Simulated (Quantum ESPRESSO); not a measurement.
# Iridium (Fm-3m): phonons by linear response

How does Iridium (Fm-3m) vibrate, and is this structure a minimum?

Method: DFT LDA, scalar-relativistic, plane waves, PseudoDojo norm-conserving pseudopotentials, in Quantum ESPRESSO 7.5.

The database entry behind the starting cell differs from later determinations by our own check (0.1 to 0.3 % short, probably kX units), so it need not match the best structure at ambient conditions.

## (1) The starting structure

The structure is cubic, space group Fm-3m (No. 225). Conventional cell: a = 3.831 Å, b = 3.831 Å, c = 3.831 Å, α = 90.00°, β = 90.00°, γ = 90.00°. Nearest to Ir lie 12 Ir at 2.71 Å.

Coordinates:

```cif
data_structure
_symmetry_space_group_name_H-M 'Fm-3m'
_symmetry_Int_Tables_number 225
_cell_length_a 3.8312
_cell_length_b 3.8312
_cell_length_c 3.8312
_cell_angle_alpha 90.000
_cell_angle_beta 90.000
_cell_angle_gamma 90.000
_cell_volume 56.23
loop_
_atom_site_label
_atom_site_type_symbol
_atom_site_symmetry_multiplicity
_atom_site_Wyckoff_symbol
_atom_site_fract_x
_atom_site_fract_y
_atom_site_fract_z
_atom_site_occupancy
Ir1 Ir 4 a 0.00000 0.00000 0.00000 1
```

## (2) A first look

A cheap run with smearing and empty bands tells whether the crystal has a gap, which decides between fixed occupations and smearing later on.

probe.in

```
&control
   calculation = 'scf'
   prefix = 'x'
   outdir = './tmp'
   pseudo_dir = './pseudo'
   tprnfor = .true.
   tstress = .true.
   verbosity = 'high'
/
&system
   ibrav = 0
   nat = 1
   ntyp = 1
   ecutwfc = 68.0
   occupations = 'smearing'
   smearing = 'gaussian'
   degauss = 0.01
/
&electrons
   conv_thr = 1.0d-07
   mixing_beta = 0.7
   electron_maxstep = 100
/
ATOMIC_SPECIES
 Ir    192.2170  Ir.upf
CELL_PARAMETERS angstrom
     0.000000000    1.915600000    1.915600000
     1.915600000    0.000000000    1.915600000
     1.915600000    1.915600000    0.000000000
ATOMIC_POSITIONS crystal
 Ir     0.000000000   0.000000000   0.000000000
K_POINTS automatic
 8 8 8 0 0 0
```

Started as:

```sh
OMP_NUM_THREADS=1 mpirun -n 4 pw.x -nk 4 -in probe.in > probe.out
```

Output:

```text
[banners, grids, parts of the stress and lines that vanish by symmetry left out]
Program PWSCF v.7.5
     Message from routine setup:
     using ibrav=0 with symmetry is DISCOURAGED, use correct ibrav instead
[...]
kinetic-energy cutoff     =      68.0000  Ry
     charge density cutoff     =     272.0000  Ry
     scf convergence threshold =      1.0E-07
[...]
Exchange-correlation= SLA  PW   NOGX NOGC
                           (   1   4   0   0   0   0   0)
[...]
48 Sym. Ops., with inversion, found
[...]
(     0          1          0      )
                  (     0          0          1      )
[...]
( -0.0000000  1.0000000  0.0000000 )
                  ( -0.0000000  0.0000000  1.0000000 )
[...]
(     1          0         -1      )
                  (     0          0         -1      )
[...]
(  1.0000000 -0.0000000 -0.0000000 )
                  (  0.0000000 -1.0000000 -0.0000000 )
[...]
(    -1          1          0      )
                  (     0          1         -1      )
[...]
( -1.0000000  0.0000000 -0.0000000 )
                  ( -0.0000000  1.0000000 -0.0000000 )
[...]
number of k points=    29  Gaussian smearing, width (Ry)=  0.0100
[...]
End of self-consistent calculation
[...]
the Fermi energy is    25.7668 ev
!    total energy              =    -229.91856582 Ry
[...]
convergence has been achieved in   5 iterations
[...]
atom    1 type  1   force =     0.00000000    0.00000000    0.00000000
[...]
Total force =     0.000000     Total SCF correction =     0.000000
[...]
total   stress  (Ry/bohr**3)                   (kbar)     P=      -52.92
[...]
XML data file, charge density, pseudopotentials, collected wavefunctions

   JOB DONE.
```

It took 1.9 s on 4 MPI ranks of Arm Neoverse V1, shared host; 7.1 s of CPU time.

Numbers from this step:

```
volume per atom   : 14.06 Å³
pressure          : -5.292 GPa
gap on the k-mesh : 0 eV
```

No gap opens on this mesh, so smearing is kept; the start stands at -5.3 GPa.

## (3) Relaxing the cell and atoms

The relaxation runs at a cutoff a fifth above that of the response, since stress converges more slowly with the basis than frequencies do. Forces and stress are brought to rest with tight thresholds.

relax.in

```
&control
   calculation = 'vc-relax'
   prefix = 'x'
   outdir = './tmp'
   pseudo_dir = './pseudo'
   tprnfor = .true.
   tstress = .true.
   forc_conv_thr = 2.0d-05
   etot_conv_thr = 1.0d-07
   nstep = 40
/
&system
   ibrav = 0
   nat = 1
   ntyp = 1
   ecutwfc = 82
   occupations = 'smearing'
   smearing = 'mv'
   degauss = 0.02
/
&electrons
   conv_thr = 1.0d-11
   mixing_beta = 0.7
   electron_maxstep = 100
/
&ions
/
&cell
   press_conv_thr = 0.2
/
ATOMIC_SPECIES
 Ir    192.2170  Ir.upf
CELL_PARAMETERS angstrom
     0.000000000    1.915600000    1.915600000
     1.915600000    0.000000000    1.915600000
     1.915600000    1.915600000    0.000000000
ATOMIC_POSITIONS crystal
 Ir     0.000000000   0.000000000   0.000000000
K_POINTS automatic
 16 16 16 0 0 0
```

Started as:

```sh
OMP_NUM_THREADS=1 mpirun -n 4 pw.x -nk 4 -in relax.in > relax.out
```

Output:

```text
[banners, grids, parts of the stress and lines that vanish by symmetry left out]
[banner, memory and clock lines left out]
Program PWSCF v.7.5

[...]
kinetic-energy cutoff     =      82.0000  Ry
     charge density cutoff     =     328.0000  Ry
     scf convergence threshold =      1.0E-11
[...]
energy convergence thresh.=      1.0E-07
     force convergence thresh. =      2.0E-05
     press convergence thresh. =      2.0E-01
     Exchange-correlation= SLA  PW   NOGX NOGC
                           (   1   4   0   0   0   0   0)
[...]
48 Sym. Ops., with inversion, found
[...]
number of k points=   145  Marzari-Vanderbilt smearing, width (Ry)=  0.0200
[...]
End of self-consistent calculation
[...]
the Fermi energy is    25.7377 ev
!    total energy              =    -229.92336559 Ry
[...]
convergence has been achieved in   8 iterations
[...]
atom    1 type  1   force =     0.00000000    0.00000000    0.00000000
     Total force =     0.000000     Total SCF correction =     0.000000
[...]
total   stress  (Ry/bohr**3)                   (kbar)     P=      -66.83
[...]
number of bfgs steps    =   0
[...]
CELL_PARAMETERS (angstrom)
[...]
ATOMIC_POSITIONS (crystal)
Ir               0.0000000000        0.0000000000        0.0000000000
[...]
New effective cutoffs (rho, wfc):  335.20   83.88
[...]
End of self-consistent calculation
[...]
the Fermi energy is    26.8752 ev
!    total energy              =    -229.92335854 Ry
[...]
convergence has been achieved in   6 iterations
[...]
atom    1 type  1   force =     0.00000000    0.00000000    0.00000000
     Total force =     0.000000     Total SCF correction =     0.000000
[...]
total   stress  (Ry/bohr**3)                   (kbar)     P=       72.24
[...]
number of bfgs steps    =   1
[...]
CELL_PARAMETERS (angstrom)
[...]
ATOMIC_POSITIONS (crystal)
Ir               0.0000000000        0.0000000000        0.0000000000
[...]
New effective cutoffs (rho, wfc):  331.36   82.92
[...]
End of self-consistent calculation
[...]
the Fermi energy is    26.2975 ev
!    total energy              =    -229.92373939 Ry
[...]
convergence has been achieved in   5 iterations
[...]
atom    1 type  1   force =     0.00000000    0.00000000    0.00000000
     Total force =     0.000000     Total SCF correction =     0.000000
[...]
total   stress  (Ry/bohr**3)                   (kbar)     P=       -0.78
[...]
number of bfgs steps    =   1
[...]
CELL_PARAMETERS (angstrom)
[...]
ATOMIC_POSITIONS (crystal)
Ir               0.0000000000        0.0000000000        0.0000000000
[...]
New effective cutoffs (rho, wfc):  331.41   82.93
[...]
End of self-consistent calculation
[...]
the Fermi energy is    26.3041 ev
!    total energy              =    -229.92373944 Ry
[...]
convergence has been achieved in   4 iterations
[...]
atom    1 type  1   force =     0.00000000    0.00000000    0.00000000
     Total force =     0.000000     Total SCF correction =     0.000000
[...]
total   stress  (Ry/bohr**3)                   (kbar)     P=        0.01
[...]
bfgs converged in   4 scf cycles and   2 bfgs steps
[...]
End of BFGS Geometry Optimization
     Final enthalpy           =    -229.9237394429 Ry
     File ./tmp/x.bfgs deleted, as requested
[...]
CELL_PARAMETERS (angstrom)
[...]
ATOMIC_POSITIONS (crystal)
Ir               0.0000000000        0.0000000000        0.0000000000
[...]
Final scf calculation at the relaxed structure.
[...]
kinetic-energy cutoff     =      82.0000  Ry
     charge density cutoff     =     328.0000  Ry
     scf convergence threshold =      1.0E-13
[...]
press convergence thresh. =      2.0E-01
     Exchange-correlation= SLA  PW   NOGX NOGC
                           (   1   4   0   0   0   0   0)
[...]
48 Sym. Ops., with inversion, found
[...]
number of k points=   145  Marzari-Vanderbilt smearing, width (Ry)=  0.0200
[...]
End of self-consistent calculation
[...]
the Fermi energy is    26.3041 ev
!    total energy              =    -229.92373874 Ry
[...]
convergence has been achieved in   8 iterations
[...]
atom    1 type  1   force =     0.00000000    0.00000000    0.00000000
     Total force =     0.000000     Total SCF correction =     0.000000
[...]
total   stress  (Ry/bohr**3)                   (kbar)     P=        0.01
[...]
XML data file, charge density, pseudopotentials, collected wavefunctions
```

Elapsed: 34 s, on 4 MPI ranks; 2.2 min of CPU time.

The steps of the relaxation:

| step | energy less that of the first step (eV) | largest force (eV/Å) | pressure (GPa) | volume (Å³) |
| --- | --- | --- | --- | --- |
| 1 | 0.0000 | 0.0000 | -6.68 | 14.06 |
| 2 | 0.0001 | 0.0000 | 7.22 | 13.59 |
| 3 | -0.0051 | 0.0000 | -0.08 | 13.82 |
| 4 | -0.0051 | 0.0000 | 0.00 | 13.82 |
| 5 | -0.0051 | 0.0000 | 0.00 | 13.82 |

| conventional cell, symmetrised | before | after | change |
| --- | --- | --- | --- |
| a (Å) | 3.831 | 3.809 | -0.6 % |
| b (Å) | 3.831 | 3.809 | -0.6 % |
| c (Å) | 3.831 | 3.809 | -0.6 % |
| volume (Å³/atom) | 14.06 | 13.82 | -1.7 % |

The relaxed structure:

```xyz
1
Lattice="0.0000 1.9046 1.9046 1.9046 0.0000 1.9046 1.9046 1.9046 0.0000" Properties=species:S:1:pos:R:3 pbc="T T T"
Ir    0.0000    0.0000    0.0000
```

The last row of the table of steps is pw.x's closing run on a basis chosen anew for the final cell, so its energy can jump.

Read from the output:

```
volume per atom : 13.82 Å³
pressure        : 0.001 GPa
```

The volume changes by -1.7 % from the cell with which this run began.

## (4) Ground state

Perturbation theory inherits every error of the wavefunctions, so the threshold is set near the limit of the arithmetic. Smearing stays on, as the first look found no gap above 0.3 eV.

scf.in

```
&control
   calculation = 'scf'
   prefix = 'x'
   outdir = './tmp'
   pseudo_dir = './pseudo'
   tprnfor = .true.
   tstress = .true.
/
&system
   ibrav = 0
   nat = 1
   ntyp = 1
   ecutwfc = 68.0
   occupations = 'smearing'
   smearing = 'mv'
   degauss = 0.02
/
&electrons
   conv_thr = 1.0d-12
   mixing_beta = 0.7
   electron_maxstep = 100
/
ATOMIC_SPECIES
 Ir    192.2170  Ir.upf
CELL_PARAMETERS angstrom
     0.000000000    1.904647640    1.904647640
     1.904647640    0.000000000    1.904647640
     1.904647640    1.904647640    0.000000000
ATOMIC_POSITIONS crystal
 Ir     0.000000000   0.000000000   0.000000000
K_POINTS automatic
 16 16 16 0 0 0
```

Started as:

```sh
OMP_NUM_THREADS=1 mpirun -n 4 pw.x -nk 4 -in scf.in > scf.out
```

Output:

```text
[banners, grids, parts of the stress and lines that vanish by symmetry left out]
[banner, memory and clock lines left out]
Program PWSCF v.7.5

[...]
kinetic-energy cutoff     =      68.0000  Ry
     charge density cutoff     =     272.0000  Ry
     scf convergence threshold =      1.0E-12
[...]
Exchange-correlation= SLA  PW   NOGX NOGC
                           (   1   4   0   0   0   0   0)
[...]
48 Sym. Ops., with inversion, found
[...]
number of k points=   145  Marzari-Vanderbilt smearing, width (Ry)=  0.0200
[...]
End of self-consistent calculation
[...]
the Fermi energy is    26.3041 ev
!    total energy              =    -229.92371308 Ry
[...]
convergence has been achieved in   8 iterations
[...]
atom    1 type  1   force =     0.00000000    0.00000000    0.00000000
     Total force =     0.000000     Total SCF correction =     0.000000
[...]
total   stress  (Ry/bohr**3)                   (kbar)     P=       -0.36
[...]
XML data file, charge density, pseudopotentials, collected wavefunctions
```

Wall time 7.9 s (4 MPI ranks); 31 s of CPU time.

Numbers from this step:

| Property | Result |
| --- | --- |
| pressure | -0.036 GPa |

The cell stands at -0.036 GPa, close enough for phonons.

(Part 1 of 3 ends here.)

[Host names and launcher messages were left out of these logs when they were recorded.]

[Logs are printed without paths, hosts, clocks, repeated set-up lines and the standing remarks that a program may print on its own settings, such as how far it seeks lower states.]

[Hosts, paths, dates, database ids (printed as entryN), source tags and the programs' standing remarks are cut or masked in the printed files.]
